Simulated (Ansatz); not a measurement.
**Re(0001) with 2 thermally displaced layers, 2x2: scattering by thermal displacements**

How much do lattice vibrations at 500 K scatter the electrons of Re? Layers with random displacements are laid between perfect leads, and the resistance is followed against their length.

Calculated with Ansatz 0.2.0; Ansatz plane-wave DFT, PBE, PAW files; ballistic transport by layer matching (Landauer), zero bias; PAW set soft_1.

## (1) The structure

The cell holds 48 atoms: 48 Re. Cell: a = 5.522 Å, b = 5.522 Å, c = 26.749 Å, α = 90.0°, β = 90.0°, γ = 120.0°. It derives from Re. Regions: lead, 40 atoms (40 Re); scattering region, 8 atoms (8 Re). The structure is stacked along c, and the current runs across the ab planes.

## (2) With 2 displaced layers

Each atom of 2 layers is moved at random, by amounts drawn from a normal law 0.0464 Å wide in each direction from the Debye model (430 K) at 500 K. The layers about the cell's end stay perfect and serve as the lead. Disorder leaves little or no symmetry, which makes such runs dear. Energies from -0.05 to 0.05 eV in steps of 0.05 eV are too few for the program's thermal sum, so it prints no conductance; for a metal the transmission near the Fermi level serves, at a fraction of the cost.

File input.yaml:

```yaml
crystal:
  lattice:
    - [5.5216, 0.0, 0.0]
    - [-2.7608, 4.7818458695, 0.0]
    - [0.0, 0.0, 26.7492]
  atoms:
    - { symbol: Re, position: [0.1666666667, 0.3333333333, 0.0416666667] }
    - { symbol: Re, position: [0.1666666667, 0.8333333333, 0.0416666667] }
    - { symbol: Re, position: [0.6666666667, 0.3333333333, 0.0416666667] }
    - { symbol: Re, position: [0.6666666667, 0.8333333333, 0.0416666667] }
    - { symbol: Re, position: [0.3333333333, 0.1666666667, 0.125] }
    - { symbol: Re, position: [0.3333333333, 0.6666666667, 0.125] }
    - { symbol: Re, position: [0.8333333333, 0.1666666667, 0.125] }
    - { symbol: Re, position: [0.8333333333, 0.6666666667, 0.125] }
    - { symbol: Re, position: [0.1666666667, 0.3333333333, 0.2083333333] }
    - { symbol: Re, position: [0.1666666667, 0.8333333333, 0.2083333333] }
    - { symbol: Re, position: [0.6666666667, 0.3333333333, 0.2083333333] }
    - { symbol: Re, position: [0.6666666667, 0.8333333333, 0.2083333333] }
    - { symbol: Re, position: [0.3333333333, 0.1666666667, 0.2916666667] }
    - { symbol: Re, position: [0.3333333333, 0.6666666667, 0.2916666667] }
    - { symbol: Re, position: [0.8333333333, 0.1666666667, 0.2916666667] }
    - { symbol: Re, position: [0.8333333333, 0.6666666667, 0.2916666667] }
    - { symbol: Re, position: [0.1666666667, 0.3333333333, 0.375] }
    - { symbol: Re, position: [0.1666666667, 0.8333333333, 0.375] }
    - { symbol: Re, position: [0.6666666667, 0.3333333333, 0.375] }
    - { symbol: Re, position: [0.6666666667, 0.8333333333, 0.375] }
    - { symbol: Re, position: [0.3337492986, 0.1653837572, 0.4594451385] }
    - { symbol: Re, position: [0.3316145453, 0.6614646226, 0.4589610801] }
    - { symbol: Re, position: [0.8488989649, 0.1758640507, 0.4571116145] }
    - { symbol: Re, position: [0.8196644469, 0.6606138636, 0.4584050773] }
    - { symbol: Re, position: [0.1460502491, 0.3312085826, 0.5395037042] }
    - { symbol: Re, position: [0.1578654, 0.828047873, 0.5411175541] }
    - { symbol: Re, position: [0.6751906521, 0.3434574897, 0.5414435242] }
    - { symbol: Re, position: [0.6749289866, 0.8268734307, 0.5422769054] }
    - { symbol: Re, position: [0.3333333333, 0.1666666667, 0.625] }
    - { symbol: Re, position: [0.3333333333, 0.6666666667, 0.625] }
    - { symbol: Re, position: [0.8333333333, 0.1666666667, 0.625] }
    - { symbol: Re, position: [0.8333333333, 0.6666666667, 0.625] }
    - { symbol: Re, position: [0.1666666667, 0.3333333333, 0.7083333333] }
    - { symbol: Re, position: [0.1666666667, 0.8333333333, 0.7083333333] }
    - { symbol: Re, position: [0.6666666667, 0.3333333333, 0.7083333333] }
    - { symbol: Re, position: [0.6666666667, 0.8333333333, 0.7083333333] }
    - { symbol: Re, position: [0.3333333333, 0.1666666667, 0.7916666667] }
    - { symbol: Re, position: [0.3333333333, 0.6666666667, 0.7916666667] }
    - { symbol: Re, position: [0.8333333333, 0.1666666667, 0.7916666667] }
    - { symbol: Re, position: [0.8333333333, 0.6666666667, 0.7916666667] }
    - { symbol: Re, position: [0.1666666667, 0.3333333333, 0.875] }
    - { symbol: Re, position: [0.1666666667, 0.8333333333, 0.875] }
    - { symbol: Re, position: [0.6666666667, 0.3333333333, 0.875] }
    - { symbol: Re, position: [0.6666666667, 0.8333333333, 0.875] }
    - { symbol: Re, position: [0.3333333333, 0.1666666667, 0.9583333333] }
    - { symbol: Re, position: [0.3333333333, 0.6666666667, 0.9583333333] }
    - { symbol: Re, position: [0.8333333333, 0.1666666667, 0.9583333333] }
    - { symbol: Re, position: [0.8333333333, 0.6666666667, 0.9583333333] }
kpoints:
  mp_grid: { grid: [5, 5, 1] }
hamiltonian:
  xc: pbe
  pseudopotentials: { kind: paw, azcp: { folder: soft_1 } }
scf:
  occupations: { method: fermi_dirac, width: 0.1 }
output:
  transmission:
    leads: [[0, 8]]
    kmesh: [10, 10]
    e_range: [-0.05, 0.05]
    de: 0.05
  write_potential: true
  write_density: true
  volumetric_format: npy
  elf: true
```

Started as:

```bash
> ansatz run input.yaml --threads 4 --pin off --max-ram 15360MiB --backend cpu --events-out ev --progress --plain --runs-dir out
```

Numbers of over 12 decimals in the logs are rounded to 6 here.

The log of the run:

```text
Engine: ansatz 0.2.0, aarch64-unknown-linux-gnu
Pseudopotentials: kind: paw
Pseudopotential: Re, paw, valence charge 15, recommended cutoff 420 eV (normal), soft_1/Re.paw.azcp
Functional definition: PBE
  parameter kappa = 0.804
  parameter beta = 0.066725
  exchange = pbe_x(kappa = kappa, mu = beta*pi^2/3)
  correlation = pbe_c(beta = beta)
Crystal: 48 atoms, lattice volume = 706.271 Å³
Basis set: ecut = 420 eV, 13787 PW (Γ)
Bands: 432, of which v1, the nominal top of the filled ones, is band 360 counted from 1 (359 counted from 0)
Symmetry: 1 space group operations
Space group: P1 (ITA 1), of the structure as read, at distance tolerance 8.9e-5 Å
k-points: 13 of 25 (time reversal used)
Non-local potential: Re, projectors of the file, l = 0: 3, l = 1: 2, l = 2: 2, l = 3: 1
PAW form: soft (Blöchl's): semilocal exchange-correlation on the pseudo side does not see the compensation charge
PAW one-centre angular grid: Re, 590 points (default); XC on 64 Gauss nodes
Initial density: superposition of atomic densities (chi_scale 0.1, normalization cell)
Initial wavefunctions: pseudopotential atomic-orbital guess
Functional: x = pbe(κ = 0.804, μ = 0.219515), c = pbe(β = 0.066725)
SCF iter   1: F=—  HF=-521735.209650 eV  |F-HF|=—  |Δ(HF+E_count)|=         —  Δρ=6.03e-2  dr2=2.42e1  ethr=3.10e-3  ⟨swp⟩=5.0  Hψ=16860  notcnv=0
preconditioner: auto → Kerker (q_TF=auto, 2.737 Å⁻¹)  [metal: Δε(μ)=0.033 eV  Ē_g=5.682 eV  σ=0.100 eV  W_gap=0.08  n_scr=268 (ndim 8)  ℏωp=25.6 eV  f_vac=0.000  D(μ)=41.86/eV (n_scr^D=404)]
SCF iter   2: F=—  HF=-521728.998401 eV  |F-HF|=—  |Δ(HF+E_count)|=    6.21e0  Δρ=3.48e-2  dr2=7.69e0  ethr=3.10e-3  ⟨swp⟩=2.0  Hψ=6921  notcnv=0  defer=281
SCF iter   3: F=—  HF=-521726.384851 eV  |F-HF|=—  |Δ(HF+E_count)|=    2.61e0  Δρ=3.46e-3  dr2=3.31e-2  ethr=1.07e-3  ⟨swp⟩=2.9  Hψ=10437  notcnv=0  defer=281
SCF iter   4: F=—  HF=-521726.396224 eV  |F-HF|=—  |Δ(HF+E_count)|=   1.14e-2  Δρ=5.29e-4  dr2=1.72e-3  ethr=4.59e-6  ⟨swp⟩=2.3  Hψ=10609  notcnv=0  defer=245
SCF iter   5: F=—  HF=-521726.396012 eV  |F-HF|=—  |Δ(HF+E_count)|=   2.12e-4  Δρ=8.42e-5  dr2=2.82e-5  ethr=2.39e-7  ⟨swp⟩=2.5  Hψ=9418  notcnv=0  defer=245
SCF iter   6: F=—  HF=-521726.397518 eV  |F-HF|=—  |Δ(HF+E_count)|=   1.51e-3  Δρ=1.26e-5  dr2=9.19e-7  ethr=3.92e-9  ⟨swp⟩=2.2  Hψ=9264  notcnv=0  defer=245
SCF iter   7: F=-521726.397518 eV  HF=-521726.397518 eV  |F-HF|=1.87e-8  |Δ(HF+E_count)|=   2.76e-8  Δρ=2.08e-6  dr2=3.43e-8  ethr=1.39e-11  ⟨swp⟩=8.5  Hψ=15408  notcnv=0
SCF 1 converged in 7 iterations: F = -521726.397518 eV  dr2 = 3.43e-8
  greatest PAW one-centre occupation: 1.000 electrons in one spin orbital (limit 2), on the Re atom at site 24 (counted from 0), in its partial waves of l = 0
transmission: 261 of 2600 steps passed
transmission: 520 of 2600 steps passed
[...]
transmission: 2600 of 2600 steps passed
SCF converged after 7 iterations
Free energy (F): -521726.397518 eV
Harris-Foulkes:  -521726.397518 eV  (|F-HF|=1.87e-8)
Internal energy: -521725.065873 eV  (E = F + TS)
E sigma→0 (E₀):  -521725.731696 eV
Entropy (-TS):   -1.331645 eV (-27.743 meV/atom)
Fermi energy:    24.055072 eV
--- Per-component energies (eV) ---
  E_band       = -3396.737887
  E_kinetic    = 25122.604732
  E_local      = -37095.991647  (includes V_loc(G=0)·N_el)
  E_nonlocal   = 3847.781806
  E_hartree    = 12971.483405
  E_xc         = -17124.144853
  E_vxc        = -13936.911344  (∫ρ·V_xc dr)
  E_paw        = -417822.317991  (= ΣΔE_a)
  E_vpaw       = -7277.171574  (= ΣTr[D̂ρ^β])
  E_aug_tail   = 0.002474  (compensation charges beyond the density's cutoff)
  E_ewald      = -91624.483799
  E_smearing   = -1.331645  (= −TS)
  E_closure    = -0.000000  (closes the sum)
  Σ components = -521726.397518   (vs F -521726.397518, Δ=0.00e0)
--- Band table (eV; the first three rows and the last of 13) ---
  k-point 0: bands = [... 356 lower, 24.4539, 24.4620, 24.6513, 24.6665, 24.6757, 24.6818, 24.7048, 24.9390, ... 68 higher]
  k-point 1: bands = [... 356 lower, 24.1300, 24.1721, 24.1896, 24.3037, 24.3275, 24.3384, 24.3491, 24.4159, ... 68 higher]
  k-point 2: bands = [... 356 lower, 23.6151, 23.6690, 23.8577, 23.8634, 23.9084, 23.9568, 23.9927, 23.9980, ... 68 higher]
  k-point 12: bands = [... 356 lower, 23.7182, 23.8161, 23.8226, 23.8597, 23.8770, 24.0994, 24.1544, 24.1669, ... 68 higher]
--- Transmission ---
  basis      : 235 plane waves across, 50 finite elements along
  points     : 52, standing for a mesh of 10 x 10
  energies   : 3 from -0.050000 to 0.050000 eV about the Fermi level, 0.050000 eV apart; the leads are filled to 0.000000 eV, and channels, transmission and decay are at 0.000000 eV
  crystal 0  : Re8, at the sites [0, 8], period 4.4582 Å, over 22.29 Å; its Hamiltonian steps by up to 7.7 meV
    offset         : up to 0.0000 Å between an atom of the period and one for which it stands
    channels       : 5.380000e0 a spin
    conductance    : none, the energies end too early or step too widely for 300 K: set another output.transmission.e_range or a lower de, or, where they end at an eighth of basis.ecutwfc, a higher one
  junction   : crystal 0 to crystal 0, 0.70 to 22.99 Å
    transmission   : 5.008236e0 a spin
    conductance    : none, the energies end too early or step too widely for 300 K: set another output.transmission.e_range or a lower de, or, where they end at an eighth of basis.ecutwfc, a higher one
```

Elapsed: 10 min, on 4 threads of Arm Neoverse V1, shared host; peak memory 6.5 GiB; 37 min of CPU time.

Numbers from this step:

```
free energy                                    : -521726.3975 eV
energy at zero smearing                        : -521725.7317 eV
Fermi energy                                   : 24.06 eV
cell area                                      : 26.40 Å²
transmission per spin nearest the Fermi level  : 5.008
open channels per spin nearest the Fermi level : 5.38
step of the lead's potential                   : 7.7 meV
```

Per spin. Transmission, zone mean against energy, zero at the Fermi level:

```tsv
energy (eV)	transmission, zone mean
-0.0500	4.90
0.0000	5.01
0.0500	4.78
```

Per spin. The open channels, zone mean, lead by energy, zero at the Fermi level:

```tsv
energy (eV)	open channels, zone mean, lead
-0.0500	5.32
0.0000	5.38
0.0500	5.14
```

Transmission over k1 and k2. At 0.0000 eV from the Fermi level.

Ten even steps from '0' (2.8) to '9' (10.5):
```
1310131111
2111111211
1018881021
1108998111
1318999813
1111899801
1120188810
2112111111
1111131013
1122111221
```
Columns: k1 (b1) from -0.5 to 0.4; rows upwards: k2 (b2) from -0.5 to 0.4.

Open channels over k1 and k2. At 0.0000 eV from the Fermi level.

Values, 10 rows by 10 columns:
```
 4.0  6.0  4.0  3.0  4.0  6.0  4.0  4.0  4.0  4.0
 5.0  4.0  4.0  4.0  4.0  4.0  4.0  5.0  4.0  4.0
 5.0  3.0  4.0 10.0 10.0 10.0  4.0  3.0  5.0  4.0
 4.0  4.0  4.0 10.0 11.0 11.0 10.0  4.0  4.0  4.0
 4.0  6.0  4.0 10.0 11.0 10.0 11.0 10.0  4.0  6.0
 4.0  4.0  4.0  4.0 10.0 11.0 11.0 10.0  4.0  4.0
 5.0  4.0  5.0  3.0  4.0 10.0 10.0 10.0  4.0  3.0
 5.0  4.0  4.0  5.0  4.0  4.0  4.0  4.0  4.0  4.0
 4.0  4.0  4.0  4.0  4.0  6.0  4.0  3.0  4.0  6.0
 4.0  4.0  5.0  5.0  4.0  4.0  4.0  5.0  5.0  4.0
```
Columns: k1 (b1) from -0.5 to 0.4; rows upwards: k2 (b2) from -0.5 to 0.4.

Electrostatic potential energy in the ca plane at fractional y = 0.165, with atoms of Re within 0.2 Å of it. With pseudopotentials it is smooth inside the atoms' cores, unlike the true potential.

Ten even steps from '0' (-52 eV) to '9' (24 eV), each cell a mean:
```
98999743479998999632479988899843479998999853
99998400159999998400158999999510048999999620
99998400159999998400158999999510038999999610
99999521369999999631379999999631258999999731
87899865789987899876799987899875689987899975
65799999999865789999999976789999999975689999
65799999999865789999999976799999999975689999
87899865789987899865689988899975689987899975
99999521269999999621259999999621258999999731
99998400159999998500048999999510038999999510
99998400159999999510148999999510148999999620
88999743479988999743479999999853479998899853
76799987899976799987899977899987899976789987
65799999999865689999999865689999999975689999
76799988899976799987899865799988899976789988
```
Columns run along c (16.0 Å, from fractional 0.20 to 0.80 of the cell; values clipped at the 3rd and 97th percentile), rows up along a (5.5 Å). Atoms in or near the plane, at fractional coordinates: Re at (0.29, 0.33), Re at (0.29, 0.83), Re at (0.46, 0.33), Re at (0.46, 0.85), Re at (0.62, 0.33), Re at (0.62, 0.83), Re at (0.79, 0.33), Re at (0.79, 0.83).

ELF in the ca plane at fractional y = 0.165, with atoms of Re within 0.2 Å of it. It is the smooth field of the valence electrons, not physical close to the nuclei.

Ten even steps from '0' (0.23) to '9' (0.70), each cell a mean:
```
00131278512200132279722200022158721310022158
22331698941432341697951421241498961332242398
32431796951432331696951432341496971342341496
11231499822311231389821311131289941321132279
11122134212111112123212101012124312211112124
34102211221024201211121013101211122014301221
34102211221024201211122013102221222014301221
01012034212101012024302200012024302201012124
11231499832321231399941321232289941321132289
32431796951432341595961432341595971342341496
22331698941422341498951432341498961331242398
11122268512211122158622310132158621311122158
23112111112023102112112112102112112113202211
34202322231035202322332025201322232015301322
12102111112012112112112024202111112012102211
```
Columns run along c (16.0 Å, from fractional 0.20 to 0.80 of the cell), rows up along a (5.5 Å). Atoms in or near the plane, at fractional coordinates: Re at (0.29, 0.33), Re at (0.29, 0.83), Re at (0.46, 0.33), Re at (0.46, 0.85), Re at (0.62, 0.33), Re at (0.62, 0.83), Re at (0.79, 0.33), Re at (0.79, 0.83).

Valence density in the ca plane at fractional y = 0.165, with atoms of Re within 0.2 Å of it. It is the smooth field of the valence electrons, not physical close to the nuclei.

Values in e/Å³, 8 rows by 16 columns, each cell a mean:
```
0.5 0.6 4.0 1.5 0.4 0.4 2.8 3.4 0.5 0.5 0.9 4.2 0.9 0.4 0.4 3.2
0.4 0.7 5.6 2.1 0.4 0.4 3.4 4.1 0.4 0.4 1.2 5.9 1.2 0.4 0.4 4.4
0.9 0.4 1.2 0.6 0.8 0.6 0.7 0.8 0.4 0.7 0.4 1.3 0.5 0.9 0.5 1.0
1.2 0.4 0.5 0.4 1.0 0.7 0.4 0.5 0.5 0.9 0.4 0.6 0.4 1.1 0.6 0.5
0.5 0.6 4.0 1.5 0.4 0.4 2.3 3.4 0.4 0.4 0.9 4.2 0.9 0.4 0.4 3.2
0.4 0.7 5.6 2.1 0.4 0.4 3.2 4.6 0.5 0.3 1.2 5.9 1.2 0.4 0.4 4.4
0.9 0.4 1.2 0.6 0.8 0.6 0.8 1.1 0.5 0.7 0.4 1.3 0.5 0.9 0.5 1.0
1.2 0.4 0.5 0.4 1.0 0.7 0.5 0.6 0.7 1.2 0.4 0.6 0.4 1.1 0.6 0.5
```
Columns run along c (16.0 Å, from fractional 0.20 to 0.80 of the cell), rows up along a (5.5 Å). Atoms in or near the plane, at fractional coordinates: Re at (0.29, 0.33), Re at (0.29, 0.83), Re at (0.46, 0.33), Re at (0.46, 0.85), Re at (0.62, 0.33), Re at (0.62, 0.83), Re at (0.79, 0.33), Re at (0.79, 0.83).

Over the solved energies the transmission per spin lies between 4.78 and 5.01, out of 5.28 channels of the lead on average (up to 5.38).

[end of part 1 of 2]

[Logs are printed without paths, hosts, clocks, repeated set-up lines and the standing remarks that a program may print on its own settings, such as how far it seeks lower states.]

[Hosts, paths, dates, database ids (printed as entryN), source tags and the programs' standing remarks are cut or masked in the printed files.]
